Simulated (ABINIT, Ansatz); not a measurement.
# Calculated records

How the form of the self-energy moves the gap of Ga2O3 (R-3c). It takes space group R-3c (No. 167, trigonal). The conventional cell has a = 4.997 Å, b = 4.997 Å, c = 13.451 Å, α = 90.00°, β = 90.00°, γ = 120.00°. Nearest to Ga lie 6 O at 1.93 to 2.08 Å. Nearest to O lie 4 Ga at 1.93 to 2.08 Å. Farther neighbours, and contacts between anions beyond the nearest, are not listed. The calculation used RPA screening on PBE, plane waves, norm-conserving pseudopotentials (and 4 further levels or steps) in ABINIT 10.8.3, with cutoff 45 Ha, PseudoDojo scalar-relativistic 0.4 stringent, norm-conserving, ngkpt (4, 4, 4), nband 241, ecuteps 5.2 Ha, inclvkb 2, shiftk (0, 0, 0), symchi 1, awtr 1, frequency ppm, 4×4×4 k-mesh. The G0W0, Godby-Needs plasmon pole is 4.254 eV. The G0W0, Engel-Farid plasmon pole is 4.221 eV. The G0W0, von der Linden-Horsch plasmon pole is 4.255 eV. The one-shot COHSEX is 5.378 eV and the one-shot Hartree-Fock is 12.421 eV. The known limits are short of the basis limit; no spin-orbit coupling. It took 7 runs, 45 min in all on 16 MPI ranks of Arm Neoverse V1, shared host. G0W0, Engel-Farid plasmon pole: −0.033 eV against G0W0, Godby-Needs plasmon pole. G0W0, von der Linden-Horsch plasmon pole: no change against G0W0, Godby-Needs plasmon pole. The program's warnings: nproc spkpt=  >= nkpt= * nsppol=. The cell and positions are those that the Materials Project relaxed with its own functionals (PBE, PBE+U or r2SCAN), kept fixed. This is not the form that Ga2O3 usually takes at ambient conditions. Limits: no spin-orbit coupling. Static COHSEX lies above G0W0: it lacks the factor Z and overstates the Coulomb hole of the filled states.

```xyz
10
Lattice="2.4987 1.4426 4.4835 -2.4987 1.4426 4.4835 0.0000 -2.8852 4.4835" Properties=species:S:1:pos:R:3 pbc="T T T"
Ga    0.0000    0.0000   11.5082
Ga    0.0000    0.0000    8.6678
Ga    0.0000    0.0000    1.9425
Ga    0.0000    0.0000    4.7829
O     0.7575    1.5732    5.6044
O     0.9837   -1.4426    5.6044
O    -1.7412   -0.1306    5.6044
O    -0.7575   -1.5732    7.8462
O     1.7412    0.1306    7.8462
O    -0.9837    1.4426    7.8462
```

[Long decimals in the printed logs are rounded to 6 places.]

[Logs are printed without paths, hosts, clocks, repeated set-up lines and the standing remarks that a program may print on its own settings, such as how far it seeks lower states.]

[Paths, hosts, dates, memory and timing lines, banners, echoed tables and standing remarks are left out of the program output; an Ansatz launch command may be rebuilt from the run's recorded settings. Measured values are a selection of at most five: reports struck by readers or far from the other reports are left out. None is set beside runs whose start may be inverted or whose files or cutoffs have a known fault.]

[Runs of the session that timed out or met a known fault of the program may be left out.]

[Hosts, paths, dates, database ids (printed as entryN), source tags and the programs' standing remarks are cut or masked in the printed files.]

[G0W0 gaps are taken among the corrected bands and points alone; a level outside them can change the order at an edge.]

[Where Ansatz stands beside ABINIT at settings called matched, ABINIT's density can come from a denser mesh and the files from another edition; pairs whose starting gaps differed by over 0.03 eV were left out, so agreement reads better than it is.]
